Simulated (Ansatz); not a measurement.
# Nb wire along [110], 11 atoms a period: bands along the axis

Wanted: the relaxed geometry and the bands of the Nb wire along [110], 11 atoms a period.

Program: Ansatz 0.2.0. Level of theory: DFT PBE, plane waves, PAW; relaxation of a wire's period; PAW set soft_1, in the first sound run; inputs show where later runs differ. Results are calculated unless marked as measured.

## (1) Set-up

The cell holds 11 atoms: 11 Nb. Its edges and angles: a = 13.420 Å, b = 11.481 Å, c = 4.681 Å, α = 90.0°, β = 90.0°, γ = 90.0°. Vacuum lies along a and b. The structure's axis is c.

## (2) Relaxation of atoms and period

Band widths follow the bond lengths, so the wire is relaxed first. The atoms and the third cell vector are free; the box across stays fixed as vacuum. A Fermi-Dirac smearing is set since the result may be a metal. The pressure printed is a third of the stress's trace over the whole box, vacuum included; only the stress along the axis is relaxed.

Contents of input.yaml:

```yaml
crystal:
  lattice:
    - [13.42, 0.0, 0.0]
    - [0.0, 11.481, 0.0]
    - [0.0, 0.0, 4.6810468915]
  atoms:
    - { symbol: Nb, position: [0.253353204, 0.500002042, 0.0] }
    - { symbol: Nb, position: [0.376676602, 0.703862633, 0.0] }
    - { symbol: Nb, position: [0.5, 0.500002042, 0.0] }
    - { symbol: Nb, position: [0.623323398, 0.703862633, 0.0] }
    - { symbol: Nb, position: [0.746646796, 0.500002042, 0.0] }
    - { symbol: Nb, position: [0.376676602, 0.500002042, 0.5] }
    - { symbol: Nb, position: [0.5, 0.296141451, 0.5] }
    - { symbol: Nb, position: [0.5, 0.703862633, 0.5] }
    - { symbol: Nb, position: [0.623323398, 0.500002042, 0.5] }
    - { symbol: Nb, position: [0.376676602, 0.296141451, 0.0] }
    - { symbol: Nb, position: [0.623323398, 0.296141451, 0.0] }
kpoints:
  mp_grid: { grid: [1, 1, 18] }
scf:
  occupations: { method: fermi_dirac, width: 0.05 }
hamiltonian:
  xc: pbe
  pseudopotentials: { kind: paw, azcp: { folder: soft_1 } }
relax:
  cell: { fix: [a, b, alpha, beta, gamma] }
  max_steps: 45
  f_tol: 0.03
```

On the command line:

```
> ansatz run input.yaml --threads 4 --pin off --max-ram 16384MiB --backend cpu --events-out ev --progress --plain --runs-dir out
```

Numbers of over 12 decimals in the logs are rounded to 6 here.

Output:

```text
Engine: ansatz 0.2.0, aarch64-unknown-linux-gnu
Pseudopotentials: kind: paw
Pseudopotential: Nb, paw, valence charge 13, recommended cutoff 420 eV (normal), soft_1/Nb.paw.azcp
Functional definition: PBE
  parameter kappa = 0.804
  parameter beta = 0.066725
  exchange = pbe_x(kappa = kappa, mu = beta*pi^2/3)
  correlation = pbe_c(beta = beta)
Crystal: 11 atoms, lattice volume = 721.232 Å³
Basis set: ecut = 420 eV, 14117 PW (Γ), exchange–correlation on 180×160×64 points (8 copies of the dense FFT grid, shifted against one another)
Bands: 86, of which v1, the nominal top of the filled ones, is band 72 counted from 1 (71 counted from 0)
Symmetry: 8 space group operations
Space group: Pmmm (ITA 47), of the structure as read, at distance tolerance 9.0e-5 Å
k-points: 10 of 18
Non-local potential: Nb, projectors of the file, l = 0: 3, l = 1: 2, l = 2: 2, l = 3: 1
PAW form: soft (Blöchl's): semilocal exchange-correlation on the pseudo side does not see the compensation charge
PAW one-centre angular grid: Nb, 590 points (default); XC on 64 Gauss nodes
Initial density: superposition of atomic densities (neutral atoms: chi_scale 0, normalization atom)
Initial wavefunctions: pseudopotential atomic-orbital guess
Functional: x = pbe(κ = 0.804, μ = 0.219515), c = pbe(β = 0.066725)
SCF iter   1: F=—  HF=-50072.735164 eV  |F-HF|=—  |Δ(HF+E_count)|=         —  Δρ=5.10e-2  dr2=1.06e2  ethr=3.10e-3  ⟨swp⟩=10.6  Hψ=3790  notcnv=0
preconditioner: auto → LDOS  [metal: Δε(μ)=0.044 eV  Ē_g=3.326 eV  σ=0.050 eV  W_gap=0.21  n_scr=112 (ndim 8)  ℏωp=10.3 eV  f_vac=0.506  D(μ)=8.50/eV (n_scr^D=36)  β→1.0]
SCF iter   2: F=—  HF=-50088.515555 eV  |F-HF|=—  |Δ(HF+E_count)|=    1.58e1  Δρ=8.97e-2  dr2=5.41e2  ethr=3.10e-3  ⟨swp⟩=5.6  Hψ=3899  notcnv=0  defer=19  recentre
SCF iter   3: F=—  HF=-50060.949417 eV  |F-HF|=—  |Δ(HF+E_count)|=    2.76e1  Δρ=2.55e-2  dr2=3.18e1  ethr=3.10e-3  ⟨swp⟩=5.6  Hψ=3044  notcnv=0
SCF iter   4: F=—  HF=-50057.569031 eV  |F-HF|=—  |Δ(HF+E_count)|=    3.38e0  Δρ=5.90e-3  dr2=1.27e0  ethr=3.10e-3  ⟨swp⟩=4.0  Hψ=1537  notcnv=0  defer=3
SCF iter   5: F=—  HF=-50057.492705 eV  |F-HF|=—  |Δ(HF+E_count)|=   7.63e-2  Δρ=2.29e-3  dr2=7.52e-2  ethr=8.89e-4  ⟨swp⟩=3.3  Hψ=1340  notcnv=0  defer=2
SCF iter   6: F=—  HF=-50057.499940 eV  |F-HF|=—  |Δ(HF+E_count)|=   7.24e-3  Δρ=9.92e-4  dr2=2.21e-2  ethr=5.26e-5  ⟨swp⟩=2.7  Hψ=1416  notcnv=0  defer=3
SCF iter   7: F=—  HF=-50057.499586 eV  |F-HF|=—  |Δ(HF+E_count)|=   3.53e-4  Δρ=3.31e-4  dr2=2.52e-3  ethr=1.54e-5  ⟨swp⟩=2.4  Hψ=1185  notcnv=0  defer=1
SCF iter   8: F=—  HF=-50057.499774 eV  |F-HF|=—  |Δ(HF+E_count)|=   1.88e-4  Δρ=1.06e-4  dr2=2.49e-4  ethr=1.76e-6  ⟨swp⟩=2.0  Hψ=1129  notcnv=0  defer=1
SCF iter   9: F=—  HF=-50057.499805 eV  |F-HF|=—  |Δ(HF+E_count)|=   3.10e-5  Δρ=3.08e-5  dr2=2.30e-5  ethr=1.74e-7  ⟨swp⟩=2.2  Hψ=1328  notcnv=0  defer=1
SCF iter  10: F=—  HF=-50057.500171 eV  |F-HF|=—  |Δ(HF+E_count)|=   3.66e-4  Δρ=1.23e-5  dr2=3.19e-6  ethr=1.61e-8  ⟨swp⟩=2.6  Hψ=1283  notcnv=0
SCF iter  11: F=—  HF=-50057.500172 eV  |F-HF|=—  |Δ(HF+E_count)|=   1.32e-6  Δρ=6.35e-6  dr2=8.70e-7  ethr=2.23e-9  ⟨swp⟩=2.8  Hψ=1418  notcnv=0
SCF iter  12: F=-50057.500172 eV  HF=-50057.500172 eV  |F-HF|=1.06e-8  |Δ(HF+E_count)|=   1.35e-7  Δρ=2.18e-6  dr2=8.01e-8  ethr=6.99e-11  ⟨swp⟩=4.0  Hψ=3527  notcnv=0
SCF 1 converged in 12 iterations: F = -50057.500172 eV  dr2 = 8.01e-8
  greatest PAW one-centre occupation: 0.998 electrons in one spin orbital (limit 2), on the Nb atom at site 2 (counted from 0), in its partial waves of l = 0
relax step   1: F+E_penalty+E_count = -50057.50017225 eV  Δ(F+E_penalty+E_count) = +0.000e0 eV  max|allowed force component| = 2.865e0 eV/Å  Δτ_max = 0.0000 Å  P = -5.649 GPa  Ω = 721.232 Å³  fix = [a, b, alpha, beta, gamma]  reactions: a -5.276, b -5.500 GPa  (12 SCF iters, dr2 threshold 1.00e-7 eV, accepted)
Crystal: 11 atoms, lattice volume = 702.751 Å³
Basis set: ecut = 420 eV, 13773 PW (Γ), exchange–correlation on 180×160×64 points (8 copies of the dense FFT grid, shifted against one another)
Initial density: handed on by an earlier stage of this run
Initial wavefunctions: those handed on with the density
SCF iter   1: F=—  HF=-50060.643154 eV  |F-HF|=—  |Δ(HF+E_count)|=         —  Δρ=1.52e-2  dr2=6.55e0  ethr=3.10e-3  ⟨swp⟩=10.9  Hψ=3858  notcnv=0
preconditioner: auto → LDOS  [metal: Δε(μ)=0.064 eV  Ē_g=2.818 eV  σ=0.050 eV  W_gap=0.29  n_scr=112 (ndim 8)  ℏωp=10.4 eV  f_vac=0.553  D(μ)=8.50/eV (n_scr^D=32)  β→1.0]
SCF iter   2: F=—  HF=-50061.466988 eV  |F-HF|=—  |Δ(HF+E_count)|=   8.24e-1  Δρ=1.89e-2  dr2=1.96e1  ethr=3.10e-3  ⟨swp⟩=3.5  Hψ=1617  notcnv=0  defer=1  recentre
SCF iter   3: F=—  HF=-50060.189955 eV  |F-HF|=—  |Δ(HF+E_count)|=    1.28e0  Δρ=6.02e-3  dr2=1.05e0  ethr=3.10e-3  ⟨swp⟩=3.0  Hψ=1660  notcnv=0  defer=1
SCF iter   4: F=—  HF=-50060.111217 eV  |F-HF|=—  |Δ(HF+E_count)|=   7.87e-2  Δρ=9.24e-4  dr2=1.26e-2  ethr=7.36e-4  ⟨swp⟩=2.2  Hψ=1204  notcnv=0
SCF iter   5: F=—  HF=-50060.111428 eV  |F-HF|=—  |Δ(HF+E_count)|=   2.11e-4  Δρ=2.67e-4  dr2=1.04e-3  ethr=8.78e-6  ⟨swp⟩=3.0  Hψ=1480  notcnv=0
SCF iter   6: F=—  HF=-50060.112045 eV  |F-HF|=—  |Δ(HF+E_count)|=   6.17e-4  Δρ=1.18e-4  dr2=3.80e-4  ethr=7.31e-7  ⟨swp⟩=2.0  Hψ=1317  notcnv=0
SCF iter   7: F=—  HF=-50060.112092 eV  |F-HF|=—  |Δ(HF+E_count)|=   4.68e-5  Δρ=4.88e-5  dr2=6.02e-5  ethr=2.65e-7  ⟨swp⟩=2.0  Hψ=1060  notcnv=0
SCF iter   8: F=—  HF=-50060.112093 eV  |F-HF|=—  |Δ(HF+E_count)|=   1.80e-6  Δρ=1.50e-5  dr2=3.54e-6  ethr=4.21e-8  ⟨swp⟩=2.0  Hψ=1025  notcnv=0
SCF iter   9: F=-50060.112094 eV  HF=-50060.112094 eV  |F-HF|=3.73e-8  |Δ(HF+E_count)|=   7.27e-7  Δρ=5.69e-6  dr2=4.00e-7  ethr=7.69e-10  ⟨swp⟩=5.1  Hψ=3223  notcnv=0
SCF 2 converged in 9 iterations: F = -50060.112094 eV  dr2 = 4.00e-7
relax step   2: F+E_penalty+E_count = -50060.11209414 eV  Δ(F+E_penalty+E_count) = -2.612e0 eV  max|allowed force component| = 1.100e0 eV/Å  Δτ_max = 0.1996 Å  P = -1.878 GPa  Ω = 702.751 Å³  energy of the carried Pulay correction = +6.340e-4 eV  fix = [a, b, alpha, beta, gamma]  reactions: a -1.398, b -2.035 GPa  (9 SCF iters, dr2 threshold 1.10e-6 eV, accepted)
Crystal: 11 atoms, lattice volume = 677.914 Å³
Basis set: ecut = 420 eV, 13261 PW (Γ), exchange–correlation on 180×160×64 points (8 copies of the dense FFT grid, shifted against one another)
SCF iter   1: F=—  HF=-50060.394318 eV  |F-HF|=—  |Δ(HF+E_count)|=         —  Δρ=1.58e-2  dr2=5.95e0  ethr=3.10e-3  ⟨swp⟩=11.6  Hψ=4117  notcnv=0
[...]
relax step   4: F+E_penalty+E_count = -50060.44719823 eV  Δ(F+E_penalty+E_count) = -3.351e-1 eV  max|allowed force component| = 2.136e-1 eV/Å  Δτ_max = 0.0641 Å  P = -0.193 GPa  Ω = 688.591 Å³  energy of the carried Pulay correction = +1.131e-3 eV  fix = [a, b, alpha, beta, gamma]  reactions: a +0.104, b -0.321 GPa  (13 SCF iters, accepted)
[...]
relax step   5: F+E_penalty+E_count = -50060.46000626 eV  Δ(F+E_penalty+E_count) = -1.281e-2 eV  max|allowed force component| = 1.218e-1 eV/Å  Δτ_max = 0.0274 Å  P = +0.019 GPa  Ω = 683.157 Å³  energy of the carried Pulay correction = +1.324e-3 eV  fix = [a, b, alpha, beta, gamma]  reactions: a -0.094, b +0.181 GPa  (7 SCF iters, dr2 threshold 1.10e-6 eV, accepted)
[...]
relax step   6: F+E_penalty+E_count = -50060.46354612 eV  Δ(F+E_penalty+E_count) = -3.540e-3 eV  max|allowed force component| = 4.253e-2 eV/Å  Δτ_max = 0.0112 Å  P = -0.033 GPa  Ω = 683.289 Å³  energy of the carried Pulay correction = +1.320e-3 eV  fix = [a, b, alpha, beta, gamma]  reactions: a +0.045, b -0.047 GPa  (7 SCF iters, dr2 threshold 9.27e-7 eV, accepted)
[...]
relax step   7: F+E_penalty+E_count = -50060.46474922 eV  Δ(F+E_penalty+E_count) = -1.203e-3 eV  max|allowed force component| = 3.283e-2 eV/Å  Δτ_max = 0.0071 Å  P = -0.018 GPa  Ω = 681.516 Å³  energy of the carried Pulay correction = +1.383e-3 eV  fix = [a, b, alpha, beta, gamma]  reactions: a +0.035, b -0.068 GPa  (7 SCF iters, dr2 threshold 1.13e-7 eV, accepted)
[...]
relax step   8: F+E_penalty+E_count = -50060.46507876 eV  Δ(F+E_penalty+E_count) = -3.295e-4 eV  max|allowed force component| = 4.432e-3 eV/Å  Δτ_max = 0.0030 Å  P = -0.028 GPa  Ω = 680.805 Å³  energy of the carried Pulay correction = +1.408e-3 eV  fix = [a, b, alpha, beta, gamma]  reactions: a +0.018, b -0.086 GPa  (6 SCF iters, dr2 threshold 6.73e-8 eV, accepted)
Basis set: ecut = 420 eV, 13353 PW (Γ), exchange–correlation on 180×160×60 points (8 copies of the dense FFT grid, shifted against one another)
Initial wavefunctions: pseudopotential atomic-orbital guess (no wavefunctions were taken with the density)
iter 1 solved again at ethr=7.76e-7 eV; its pass at ethr=3.10e-3 eV (dr2=1.11e-3 eV) is discarded
SCF iter   1: F=—  HF=-50060.463668 eV  |F-HF|=—  |Δ(HF+E_count)|=         —  Δρ=4.75e-5  dr2=2.05e-6  ethr=7.76e-7  ⟨swp⟩=4.2  Hψ=6100  notcnv=0
eigensolver tolerance schedule: the retry pair's looser diagonalisation over-reported the residual by 540.79 of it (diagonalisation noise at 0.16 of the residual, at the tolerance the schedule requests for it); recorded, not acted on — ethr = c·dr2/N_el stays at c = 1.0e-1
preconditioner: auto → LDOS  [metal: Δε(μ)=0.050 eV  Ē_g=2.843 eV  σ=0.050 eV  W_gap=0.24  n_scr=112 (ndim 8)  ℏωp=10.6 eV  f_vac=0.553  D(μ)=10.26/eV (n_scr^D=50)  β→1.0]
SCF iter   2: F=—  HF=-50060.463755 eV  |F-HF|=—  |Δ(HF+E_count)|=   8.75e-5  Δρ=6.17e-6  dr2=5.54e-7  ethr=1.43e-9  ⟨swp⟩=3.1  Hψ=1879  notcnv=0
SCF iter   3: F=—  HF=-50060.463755 eV  |F-HF|=—  |Δ(HF+E_count)|=   5.08e-8  Δρ=3.12e-6  dr2=3.48e-7  ethr=3.88e-10  ⟨swp⟩=2.1  Hψ=1450  notcnv=0
SCF iter   4: F=—  HF=-50060.463755 eV  |F-HF|=—  |Δ(HF+E_count)|=   2.79e-8  Δρ=1.38e-6  dr2=2.94e-8  ethr=2.44e-10  ⟨swp⟩=2.0  Hψ=1066  notcnv=0
SCF iter   5: F=—  HF=-50060.463755 eV  |F-HF|=—  |Δ(HF+E_count)|=   6.53e-9  Δρ=3.82e-7  dr2=3.47e-9  ethr=2.06e-11  ⟨swp⟩=3.1  Hψ=1786  notcnv=0
SCF iter   6: F=—  HF=-50060.463755 eV  |F-HF|=—  |Δ(HF+E_count)|=  4.22e-10  Δρ=9.58e-8  dr2=1.72e-10  ethr=2.42e-12  ⟨swp⟩=2.0  Hψ=1106  notcnv=0
SCF iter   7: F=-50060.463755 eV  HF=-50060.463755 eV  |F-HF|=1.46e-11  |Δ(HF+E_count)|=  1.46e-11  Δρ=2.36e-8  dr2=1.01e-11  ethr=1.00e-12  ⟨swp⟩=5.3  Hψ=3208  notcnv=0
SCF 9 converged in 7 iterations: F = -50060.463755 eV  dr2 = 1.01e-11
relax step   9: F+E_penalty+E_count = -50060.46375505 eV  Δ(F+E_penalty+E_count) = +1.324e-3 eV  max|allowed force component| = 4.503e-3 eV/Å  Δτ_max = 0.0000 Å  P = -0.027 GPa  Ω = 680.805 Å³  fix = [a, b, alpha, beta, gamma]  reactions: a +0.019, b -0.085 GPa  stress off target by 1.59e-2 GPa on what of the cell is left free  SCF on the basis re-selected at this cell (its energy is not comparable with the rows above)  (7 SCF iters)
basis re-selected at this cell: Δ(F+E_penalty+E_count) = +1.324e-3 eV, ΔP = +0.000 GPa vs the last step (what re-selecting the basis moved, of the pressure what is left beyond the Pulay correction that the steps carried, after the strain that the cell walked since its last selection, with what the two solves' SCF thresholds leave and, on support functions, any second-order correction that the steps lacked; it is no measure of the basis error at this ecutwfc). The dense FFT grid was sized anew with the basis: this SCF ran on 90×80×30 points, the steps before it on 90×80×32, so part of this shift can come from that change (see relax.cell in the input reference). [rest of the remark cut]
SCF converged after 7 iterations
Free energy (F): -50060.463755 eV
Harris-Foulkes:  -50060.463755 eV  (|F-HF|=1.46e-11)
Internal energy: -50060.376618 eV  (E = F + TS)
E sigma→0 (E₀):  -50060.420187 eV
Entropy (-TS):   -0.087137 eV (-7.922 meV/atom)
Fermi energy:    3.001746 eV
--- Per-component energies (eV) ---
  E_band       = -2884.667512
  E_kinetic    = 4107.017212
  E_local      = -52728.077005  (includes V_loc(G=0)·N_el)
  E_nonlocal   = 1069.899658
  E_hartree    = 24082.143193
  E_xc         = -1811.492457
  E_vxc        = -2191.479419  (∫ρ·V_xc dr)
  E_paw        = -33911.781544  (= ΣΔE_a)
  E_vpaw       = -1306.314341  (= ΣTr[D̂ρ^β])
  E_aug_tail   = 0.000491  (compensation charges beyond the density's cutoff)
  E_ewald      = 9131.913834
  E_smearing   = -0.087137  (= −TS)
  E_closure    = 0.000000  (closes the sum)
  Σ components = -50060.463755   (vs F -50060.463755, Δ=0.00e0)
--- Forces (eV/Å), atoms counted from 1 ---
  atom   1  Nb     0.00077887    -0.00000000     0.00000000
  atom   2  Nb    -0.00258849    -0.00041720     0.00000000
  atom   3  Nb     0.00000000     0.00000000     0.00000000
  atom   4  Nb     0.00258849    -0.00041720     0.00000000
  atom   5  Nb    -0.00077887     0.00000000    -0.00000000
  atom   6  Nb     0.00450269     0.00000000     0.00000000
  atom   7  Nb     0.00000000    -0.00150827     0.00000000
  atom   8  Nb     0.00000000     0.00150827    -0.00000000
  atom   9  Nb    -0.00450269    -0.00000000    -0.00000000
  atom  10  Nb    -0.00258849     0.00041720    -0.00000000
  atom  11  Nb     0.00258849     0.00041720    -0.00000000
  max |Σ_I F_I| component: 8.67e-19 eV/Å
--- Stress (GPa, compression-positive) ---
        0.019225       0.000000       0.000000
        0.000000      -0.084947       0.000000
        0.000000       0.000000      -0.015929
  P = ⅓ Tr σ = -0.0272 GPa (-0.272 kbar)
--- Relaxed structure (8 steps of the walk, 7 accepted, 1 SCFs on fresh bases) ---
  F+E_penalty+E_count = -50060.46375505 eV   max|allowed force component| = 4.503e-3 eV/Å   (the final SCF, on the basis selected at the relaxed cell)
  cell:  # Å, volume = 680.8046 Å³
    - [13.42, 0, 0]
    - [0, 11.481, 0]
    - [0, 0, 4.418657]
  atoms:
    - { symbol: Nb, position: [0.269469, 0.500002042, 0] }
    - { symbol: Nb, position: [0.380245, 0.682955, -2.846619937476353e-18] }
    - { symbol: Nb, position: [0.5, 0.500002042, 0] }
    - { symbol: Nb, position: [0.619755, 0.682955, -2.846619937476354e-18] }
    - { symbol: Nb, position: [0.730531, 0.500002042, 0] }
    - { symbol: Nb, position: [0.379995, 0.500002042, 0.500000] }
    - { symbol: Nb, position: [0.5, 0.295383, 0.500000] }
    - { symbol: Nb, position: [0.5, 0.704621, 0.500000] }
    - { symbol: Nb, position: [0.620005, 0.500002042, 0.500000] }
    - { symbol: Nb, position: [0.380245, 0.317049, 2.846619937476354e-18] }
    - { symbol: Nb, position: [0.619755, 0.317049, 2.846619937476353e-18] }
```

The job ended after 1.9 min (4 threads of Arm Neoverse V1, shared host; peak memory 1.8 GiB).

(Continued in part 2 of 2.)

[Logs are printed without paths, hosts, clocks, repeated set-up lines and the standing remarks that a program may print on its own settings, such as how far it seeks lower states.]

[Hosts, paths, dates, database ids (printed as entryN), source tags and the programs' standing remarks are cut or masked in the printed files.]
